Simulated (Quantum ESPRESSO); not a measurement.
# GaN (F-43m): the optical phonon under strain

How far does biaxial strain in the (001) plane shift the zone-centre optical mode of GaN (F-43m)?

Program: Quantum ESPRESSO 7.5. Level of theory: DFT LDA, scalar-relativistic, plane waves, PseudoDojo norm-conserving pseudopotentials. Results are calculated unless marked as measured.

## 1. The relaxed structure

It takes space group F-43m (No. 216, cubic). Conventional cell: a = 4.453 Å, b = 4.453 Å, c = 4.453 Å, α = 90.00°, β = 90.00°, γ = 90.00°. Nearest to Ga lie 4 N at 1.93 Å. Nearest to N lie 4 Ga at 1.93 Å. Farther neighbours and most contacts between anions are not listed.

Structure file:

```cif
data_structure
_symmetry_space_group_name_H-M 'F-43m'
_symmetry_Int_Tables_number 216
_cell_length_a 4.4528
_cell_length_b 4.4528
_cell_length_c 4.4528
_cell_angle_alpha 90.000
_cell_angle_beta 90.000
_cell_angle_gamma 90.000
_cell_volume 88.29
loop_
_atom_site_label
_atom_site_type_symbol
_atom_site_symmetry_multiplicity
_atom_site_Wyckoff_symbol
_atom_site_fract_x
_atom_site_fract_y
_atom_site_fract_z
_atom_site_occupancy
Ga1 Ga 4 a 0.00000 0.00000 0.00000 1
N1 N 4 c 0.75000 0.25000 0.75000 1
```

This is the cell after its relaxation at this level of theory, not the database cell from which that began.

## 2. Uniaxial strain

The relaxed cell is stretched along z alone. This keeps all atoms on sites fixed by symmetry and splits the threefold mode into a singlet, polarised along z, and a doublet. The macroscopic field is left out, so these are transverse modes. Cutoff 92 Ry, k mesh 12×12×12.

From the response at ε_zz = 0.01:

What it wrote:

```text
[banners, grids, parts of the stress and lines that vanish by symmetry left out]
Program PHONON v.7.5
     Reading xml data from directory:

[...]
Exchange-correlation= PW
                           (   1   4   0   0   0   0   0)
[...]
kinetic-energy cut-off    =      92.0000  Ry
     charge density cut-off    =     368.0000  Ry
     convergence threshold     =      1.0E-18
[...]
Exchange-correlation= PW
                           (   1   4   0   0   0   0   0)
[...]
q = (   0.0000000   0.0000000   0.0000000 )
      9 Sym.Ops. (with q -> -q+G )
     G cutoff =  333.3266  (  18013 G-vectors)     FFT grid: ( 40, 40, 40)
     number of k points=   163
[...]
Mode symmetry, D_2d (-42m) point group:
[...]
Representation #   1 mode #   1
[...]
End of self-consistent calculation
     Convergence has been achieved
     Representation #   2 mode #   2
[...]
End of self-consistent calculation
     Convergence has been achieved
     Representation #   3 modes #   3   4
[...]
End of self-consistent calculation
     Convergence has been achieved
     Representation #   4 modes #   5   6
[...]
End of self-consistent calculation
     Convergence has been achieved
[...]
q = (    0.000000000   0.000000000   0.000000000 )
[...]
freq (    1) =       0.072910 [THz] =       2.432026 [cm-1]
     freq (    2) =       0.072910 [THz] =       2.432026 [cm-1]
     freq (    3) =       0.073791 [THz] =       2.461411 [cm-1]
     freq (    4) =      16.326528 [THz] =     544.594365 [cm-1]
     freq (    5) =      16.326528 [THz] =     544.594365 [cm-1]
     freq (    6) =      16.416765 [THz] =     547.604324 [cm-1]
[...]
Mode symmetry, D_2d (-42m) point group:
     freq (   1-   1) =          2.4  [cm-1]   --> B_2  X_3  W_2   I+R
     freq (   2-   3) =          2.4  [cm-1]   --> E    X_5  W_3   I+R
     freq (   4-   5) =        544.6  [cm-1]   --> E    X_5  W_3   I+R
     freq (   6-   6) =        547.6  [cm-1]   --> B_2  X_3  W_2   I+R

   JOB DONE.
```

```csv
ε_zz,singlet (cm⁻¹),doublet (cm⁻¹),σ_zz (GPa),σ_xx (GPa)
-0.01,559.96,563.42,-2.955,-1.683
-0.005,556.97,558.65,-1.487,-0.842
0,553.93,553.93,-0.031,-0.031
0.005,550.80,549.24,1.413,0.751
0.01,547.60,544.59,2.844,1.504
```

Stress is counted positive in tension.

## 3. The fit

To first order ω² − ω₀² = p ε_zz + q (ε_xx + ε_yy) for the mode along z, and likewise for x and y. With ε_zz alone the singlet gives p and the doublet q.

The linear terms of parabolas through ω² are p = -2.23 ω₀² and q = -3.40 ω₀², with ω₀ = 553.9 cm⁻¹. Those of the stresses are C11 = 290 GPa and C12 = 159 GPa. Under hydrostatic strain p and q imply γ = −(p + 2q)/(6 ω₀²) = 1.50.

A layer held to an in-plane strain ε and free along z takes ε_zz = −2 (C12/C11) ε = -1.099 ε. To first order the singlet then shifts by (q − p C12/C11) ε / ω₀ = -1204 ε cm⁻¹. For ε = 0.004, ε_zz = -0.00440, the formulas for ω² predict 549.09 cm⁻¹ for the singlet and 551.83 cm⁻¹ for the doublet.

## 4. A biaxially strained cell

This run was no part of the fit.

What it wrote:

```text
[banners, grids, parts of the stress and lines that vanish by symmetry left out]
[banner, memory and clock lines left out]
Program PHONON v.7.5

[...]
Exchange-correlation= PW
                           (   1   4   0   0   0   0   0)
[...]
kinetic-energy cut-off    =      92.0000  Ry
     charge density cut-off    =     368.0000  Ry
     convergence threshold     =      1.0E-18
[...]
Exchange-correlation= PW
                           (   1   4   0   0   0   0   0)
[...]
q = (   0.0000000   0.0000000   0.0000000 )
      9 Sym.Ops. (with q -> -q+G )
     G cutoff =  329.8838  (  17845 G-vectors)     FFT grid: ( 40, 40, 40)
     number of k points=   163
[...]
Mode symmetry, D_2d (-42m) point group:
[...]
Representation #   1 mode #   1
[...]
End of self-consistent calculation
     Convergence has been achieved
     Representation #   2 mode #   2
[...]
End of self-consistent calculation
     Convergence has been achieved
     Representation #   3 modes #   3   4
[...]
End of self-consistent calculation
     Convergence has been achieved
     Representation #   4 modes #   5   6
[...]
End of self-consistent calculation
     Convergence has been achieved
[...]
q = (    0.000000000   0.000000000   0.000000000 )
[...]
freq (    1) =       0.090121 [THz] =       3.006129 [cm-1]
     freq (    2) =       0.090121 [THz] =       3.006129 [cm-1]
     freq (    3) =       0.095251 [THz] =       3.177240 [cm-1]
     freq (    4) =      16.462372 [THz] =     549.125621 [cm-1]
     freq (    5) =      16.541908 [THz] =     551.778660 [cm-1]
     freq (    6) =      16.541908 [THz] =     551.778660 [cm-1]
[...]
Mode symmetry, D_2d (-42m) point group:
     freq (   1-   2) =          3.0  [cm-1]   --> E    X_5  W_3   I+R
     freq (   3-   3) =          3.2  [cm-1]   --> B_2  X_3  W_2   I+R
     freq (   4-   4) =        549.1  [cm-1]   --> B_2  X_3  W_2   I+R
     freq (   5-   6) =        551.8  [cm-1]   --> E    X_5  W_3   I+R
```

```csv
mode,predicted (cm⁻¹),run (cm⁻¹)
singlet,549.09,549.13
doublet,551.83,551.78
```

The stress along z is -0.026 GPa and that in the plane 1.053 GPa; the unstrained cell carries -0.031 GPa.

## 5. Summary of results

```
p (in units of the squared frequency)           : -2.230
q (same units)                                  : -3.399
shift of the singlet per unit of biaxial strain : -1204 cm⁻¹
C11 and C12                                     : 290 and 159 GPa
```

What this shows: To first order, one per cent of tensile biaxial strain moves the singlet of GaN (F-43m) by -12.0 cm⁻¹ and the doublet by -5.2 cm⁻¹; the formulas miss the test run by up to 0.05 cm⁻¹. In backscattering from (001) the mode polarised along z is the one seen in diamond and zinc-blende crystals; in a polar crystal it is the LO mode, whose potentials differ somewhat from these. The third potential, r, needs shear strain and a relaxation of the atoms, which was not run. These are harmonic values at zero temperature.

[Host names and launcher messages were left out of these logs when they were recorded.]

[Logs are printed without paths, hosts, clocks, repeated set-up lines and the standing remarks that a program may print on its own settings, such as how far it seeks lower states.]

[Hosts, paths, dates, database ids (printed as entryN), source tags and the programs' standing remarks are cut or masked in the printed files.]
